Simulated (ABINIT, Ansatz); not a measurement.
# CsPbCl3 (Pm-3m): G0W0 with ABINIT, start to end

Aim: the G0W0 gap of CsPbCl3 (Pm-3m) on PBE, step by step.

Program: ABINIT 10.8.3. Level of theory: PBE and many-body steps on it, plane waves. Results are calculated unless marked as measured.

### 1. Set-up

Symmetry: Pm-3m, No. 221, cubic system. The conventional cell has a = 5.605 Å, b = 5.605 Å, c = 5.605 Å, α = 90.00°, β = 90.00°, γ = 90.00°. Nearest to Cs lie 12 Cl at 3.96 Å. Pb has 6 Cl at 2.80 Å nearest. Nearest to Cl lie 2 Pb at 2.80 Å and 4 Cs at 3.96 Å. Farther neighbours and most contacts between anions are not listed.

The cell and positions come from the Crystallography Open Database and are kept as given unless a step says otherwise. Spin-orbit coupling is left out unless a step names it.

### 2. Ground state

This step: ABINIT 10.8.3; DFT, PBE, plane waves, norm-conserving pseudopotentials.

The ground-state density comes first.

Contents of run.abi:

```
acell 3*1.0 Angstrom
rprim 
  5.605000000000 0.000000000000 0.000000000000
  0.000000000000 5.605000000000 0.000000000000
  0.000000000000 0.000000000000 5.605000000000
ntypat 3
znucl 55 82 17
natom 5
typat 1 2 3 3 3
xred 
  0.000000000000 0.000000000000 0.000000000000
  0.500000000000 0.500000000000 0.500000000000
  0.500000000000 0.500000000000 0.000000000000
  0.000000000000 0.500000000000 0.500000000000
  0.500000000000 0.000000000000 0.500000000000
pp_dirpath "pseudos"
pseudos "Cs.upf, Pb.upf, Cl.upf"
ecut 32
ngkpt 4 4 4
nshiftk 1
shiftk 0 0 0
kptopt 1
chksymbreak 0
nband 32
occopt 1
tolvrs 1e-08
nstep 60
prtwf 0
optforces 0
optstress 0
indata_prefix "in"
outdata_prefix "out"
tmpdata_prefix "tmp"
```

Launch:

```sh
> OMP_NUM_THREADS=1 mpirun -n 4 abinit run.abi > log
```

Numbers of over 12 decimals in the logs are rounded to 6 here.

The program printed:

```text
.Version 10.8.3 of ABINIT. v10.8.2 released Aug 2026.

 Symmetries : space group Pm -3 m (#221); Bravais cP (primitive cubic)
================================================================================
 Values of the parameters that define the memory need of the present run
     intxc =       0    ionmov =       0      iscf =       7    lmnmax =       8
     lnmax =       8     mgfft =      54  mpssoang =       4    mqgrid =    3001
     natom =       5  nloc_mem =       1    nspden =       1   nspinor =       1
    nsppol =       1      nsym =      48    n1xccc =    2501    ntypat =       3
    occopt =       1   xclevel =       2
-    mband =          32        mffmem =           1         mkmem =           3
       mpw =       10315          nfft =      157464          nkpt =          10
================================================================================
  Rough estimation (10% accuracy) of disk space for files :
================================================================================

--------------------------------------------------------------------------------
------------- Echo of variables that govern the present computation ------------
--------------------------------------------------------------------------------
 -outvars: echo values of preprocessed input variables --------
            acell      1.8897261259E+00  1.8897261259E+00  1.8897261259E+00 Bohr

      chksymbreak           0
             ecut      3.20000000E+01 Hartree
-          fftalg         312

              ixc     -101130
              kpt      0.00000000E+00  0.00000000E+00  0.00000000E+00
                       2.50000000E-01  0.00000000E+00  0.00000000E+00
                       5.00000000E-01  0.00000000E+00  0.00000000E+00
                       2.50000000E-01  2.50000000E-01  0.00000000E+00
                       5.00000000E-01  2.50000000E-01  0.00000000E+00
                       5.00000000E-01  5.00000000E-01  0.00000000E+00
                       2.50000000E-01  2.50000000E-01  2.50000000E-01
                       5.00000000E-01  2.50000000E-01  2.50000000E-01
                       5.00000000E-01  5.00000000E-01  2.50000000E-01
                       5.00000000E-01  5.00000000E-01  5.00000000E-01
         kptrlatt        4    0    0      0    4    0      0    0    4
          kptrlen      4.23676597E+01
P           mkmem           3
            natom           5
            nband          32
            ngfft          54      54      54
             nkpt          10
            nstep          60
             nsym          48
           ntypat           3
              occ      2.000000  2.000000  2.000000  2.000000  2.000000  2.000000
                       2.000000  2.000000  2.000000  2.000000  2.000000  2.000000
                       2.000000  2.000000  2.000000  2.000000  2.000000  2.000000
                       2.000000  2.000000  2.000000  2.000000  2.000000  2.000000
                       2.000000  2.000000  0.000000  0.000000  0.000000  0.000000
                       0.000000  0.000000
        optforces           0
        optstress           0
            prtwf           0
            rprim      5.6050000000E+00  0.0000000000E+00  0.0000000000E+00
                       0.0000000000E+00  5.6050000000E+00  0.0000000000E+00
[...]
spgroup         221

           tolvrs      1.00000000E-08

             xred      0.0000000000E+00  0.0000000000E+00  0.0000000000E+00
[...]
znucl       55.00000   82.00000   17.00000

================================================================================

 chkinp: Checking input parameters for consistency.

================================================================================
== DATASET  1 ==================================================================
-   mpi_nproc: 4, omp_nthreads: 1 (-1 if OMP is not activated)

--- !DatasetInfo
iteration_state: {dtset: 1, }
dimensions: {natom: 5, nkpt: 10, mband: 32, nsppol: 1, nspinor: 1, nspden: 1, mpw: 10315, }
cutoff_energies: {ecut:  32.0, pawecutdg:  -1.0, }
electrons: {nelect:   5.20000000E+01, charge:   0.00000000E+00, occopt:   1.00000000E+00, tsmear:   1.00000000E-02, }

 Real(R)+Recip(G) space primitive vectors, cartesian coordinates (Bohr,Bohr^-1):
 R(1)= 10.5919149  0.0000000  0.0000000  G(1)=  0.0944116  0.0000000  0.0000000
 R(2)=  0.0000000 10.5919149  0.0000000  G(2)=  0.0000000  0.0944116  0.0000000
 R(3)=  0.0000000  0.0000000 10.5919149  G(3)=  0.0000000  0.0000000  0.0944116
 Unit cell volume ucvol=  1.1882928E+03 bohr^3
 Angles (23,13,12)=  9.00000000E+01  9.00000000E+01  9.00000000E+01 degrees

 getcut: wavevector=  0.0000  0.0000  0.0000  ngfft=  54  54  54
         ecut(hartree)=     32.000   => boxcut(ratio)=   2.00207

--- Pseudopotential description ------------------------------------------------
- Cs Generated using ONCVPSP code by D. R. Hamann
- 55.00000   9.00000  171031                  znucl, zion, pspdat
12 -101130 3 -1 2414                          pspcod,pspxc,lmax,lloc,mmax
     nproj     2     2     2     2
  pspatm : epsatm=   22.81663564
         --- l  ekb(1:nproj) -->
[...]
pspatm: atomic psp has been read  and splines computed

- Pb Generated using ONCVPSP code by D. R. Hamann
- 82.00000  22.00000  220131                  znucl, zion, pspdat
12 -101130 3 -1 1692                          pspcod,pspxc,lmax,lloc,mmax
     nproj     2     2     2     1
  pspatm : epsatm=   27.21822286
         --- l  ekb(1:nproj) -->
[...]
3    9.337611
 pspatm: atomic psp has been read  and splines computed

- Cl Generated using ONCVPSP code by D. R. Hamann
- 17.00000   7.00000  171031                  znucl, zion, pspdat
12 -101130 2 -1 1028                          pspcod,pspxc,lmax,lloc,mmax
     nproj     2     2     2     0
  pspatm : epsatm=    9.12776517
         --- l  ekb(1:nproj) -->
[...]
pspatm: atomic psp has been read  and splines computed

   4.02574401E+03                                ecore*ucvol(ha*bohr**3)
--------------------------------------------------------------------------------

_setup2: Arith. and geom. avg. npw (full set) are   10275.234   10275.182

================================================================================

--- !BeginCycle
iteration_state: {dtset: 1, }
solver: {iscf: 7, nstep: 60, nline: 4, wfoptalg: 0, }
tolerances: {tolvrs: 1.00E-08, }

     iter   Etot(hartree)      deltaE(h)  residm     vres2
 ETOT  1  -282.09127707631    -2.821E+02 3.367E-01 2.303E+02
 ETOT  2  -282.63218172564    -5.409E-01 6.445E-03 2.387E+01
 ETOT  3  -282.63623625471    -4.055E-03 8.149E-03 6.134E+00
 ETOT  4  -282.63648421894    -2.480E-04 1.144E-03 6.246E-01
 ETOT  5  -282.63651776948    -3.355E-05 5.387E-04 1.494E-01
 ETOT  6  -282.63652215599    -4.387E-06 1.679E-04 2.358E-02
 ETOT  7  -282.63652346236    -1.306E-06 7.571E-05 4.557E-03
 ETOT  8  -282.63652366616    -2.038E-07 8.369E-05 2.074E-04
 ETOT  9  -282.63652367534    -9.183E-09 3.768E-05 4.005E-06
 ETOT 10  -282.63652367576    -4.252E-10 3.799E-05 2.413E-07
 ETOT 11  -282.63652367582    -5.139E-11 1.735E-05 4.773E-09

 At SCF step   11       vres2   =  4.77E-09 < tolvrs=  1.00E-08 =>converged.

--- !ResultsGS
iteration_state: {dtset: 1, }
comment   : Summary of ground state results
lattice_vectors:
- [ 10.5919149,   0.0000000,   0.0000000, ]
- [  0.0000000,  10.5919149,   0.0000000, ]
- [  0.0000000,   0.0000000,  10.5919149, ]
lattice_lengths: [  10.59191,   10.59191,   10.59191, ]
lattice_angles: [ 90.000,  90.000,  90.000, ] # degrees, (23, 13, 12)
lattice_volume:   1.1882928E+03
convergence: {deltae: -5.139E-11, res2:  4.773E-09, residm:  1.735E-05, diffor:  0.000E+00, }
etotal    :  -2.82636524E+02
entropy   :   0.00000000E+00
fermie    :   1.02427899E-01
cartesian_stress_tensor: null
pressure_GPa: null
xred      :
- [  0.0000E+00,   0.0000E+00,   0.0000E+00, Cs]
- [  5.0000E-01,   5.0000E-01,   5.0000E-01, Pb]
- [  5.0000E-01,   5.0000E-01,   0.0000E+00, Cl]
- [  0.0000E+00,   5.0000E-01,   5.0000E-01, Cl]
- [  5.0000E-01,   0.0000E+00,   5.0000E-01, Cl]
cartesian_forces: null
force_length_stats: {min: null, max: null, mean: null, }

 Integrated electronic density in atomic spheres:
 ------------------------------------------------
 Atom  Sphere_radius  Integrated_density
[...]
================================================================================

 ----iterations are completed or convergence reached----

 Mean square residual over all n,k,spin=   12.519E-08; max=  17.347E-06
 reduced coordinates (array xred) for    5 atoms
       0.000000000000      0.000000000000      0.000000000000
       0.500000000000      0.500000000000      0.500000000000
       0.500000000000      0.500000000000      0.000000000000
       0.000000000000      0.500000000000      0.500000000000
       0.500000000000      0.000000000000      0.500000000000
 rms dE/dt=  0.0000E+00; max dE/dt=  0.0000E+00; dE/dt below (all hartree)
    1       0.000000000000      0.000000000000      0.000000000000
    2       0.000000000000      0.000000000000      0.000000000000
    3       0.000000000000      0.000000000000      0.000000000000
    4       0.000000000000      0.000000000000      0.000000000000
    5       0.000000000000      0.000000000000      0.000000000000

 cartesian coordinates (angstrom) at end:
    1      0.000000     0.000000     0.000000
    2      2.802500     2.802500     2.802500
    3      2.802500     2.802500     0.000000
    4      0.000000     2.802500     2.802500
    5      2.802500     0.000000     2.802500
 length scales=  1.889726125908  1.889726125908  1.889726125908 bohr
              =  1.000000000000  1.000000000000  1.000000000000 angstroms
 prteigrs : about to open file out_EIG
 Fermi (or HOMO) energy (hartree) =   0.10243   Average Vxc (hartree)=  -0.29278
 Eigenvalues (hartree) for nkpt=  10  k points:
 kpt#   1, nband= 32, wtk=  0.01563, kpt=  0.0000  0.0000  0.0000 (reduced coord)
  -5.02370   -2.88158   -2.88158   -2.88158   -0.68291   -0.51653   -0.51653   -0.50762
  -0.50762   -0.50762   -0.45513   -0.42305   -0.42305   -0.19776   -0.19776   -0.19776
  -0.14101   -0.06948   -0.06948   -0.06948    0.00536    0.00536    0.00536    0.00927
   0.00927    0.00927    0.22532    0.25983    0.25983    0.29325    0.29325    0.29325
 prteigrs : prtvol=0 or 1, do not print more k-points.

--- !EnergyTerms
iteration_state     : {dtset: 1, }
comment             : Components of total free energy in Hartree
kinetic             :  8.08797040700819E+01
hartree             :  1.00499096126179E+02
xc                  : -5.43967834896113E+01
Ewald energy        : -1.33017418738071E+02
psp_core            :  3.38783852564955E+00
local_psp           : -3.03728844613565E+02
non_local_psp       :  2.37398844435198E+01
total_energy        : -2.82636523675816E+02
total_energy_eV     : -7.69093161296399E+03
band_energy         : -3.80895010693657E+01

== END DATASET(S) ==============================================================
================================================================================

 -outvars: echo values of variables after computation  --------
           etotal     -2.8263652368E+02
            nband          32
             nkpt          10
          spgroup         221
 [... the other variables as echoed above ...]

 Calculation completed.
```

Run time: 54 s. Hardware: 4 MPI ranks of Arm Neoverse V1, shared host; peak memory 0.48 GiB; 3.6 min of CPU time.

Numbers from this step:

* total energy: -7690.9316 eV
* gap: 1.932 eV
* k of the valence top: 0.5, 0.5, 0.5
* k of the conduction bottom: 0.5, 0.5, 0.5
* least direct gap: 1.932 eV

The gap is direct, at (0.500, 0.500, 0.500).

(Part 1 of 3 ends here.)

[Paths, hosts, dates, memory and timing lines, banners, echoed tables and standing remarks are left out of the program output.]

[Logs are printed without paths, hosts, clocks, repeated set-up lines and the standing remarks that a program may print on its own settings, such as how far it seeks lower states.]

[Runs of the session that timed out or met a known fault of the program may be left out.]

[Hosts, paths, dates, database ids (printed as entryN), source tags and the programs' standing remarks are cut or masked in the printed files.]

[G0W0 gaps are taken among the corrected bands and points alone; a level outside them can change the order at an edge.]

[Where Ansatz stands beside ABINIT at settings called matched, ABINIT's density can come from a denser mesh and the files from another edition; pairs whose starting gaps differed by over 0.03 eV were left out, so agreement reads better than it is.]
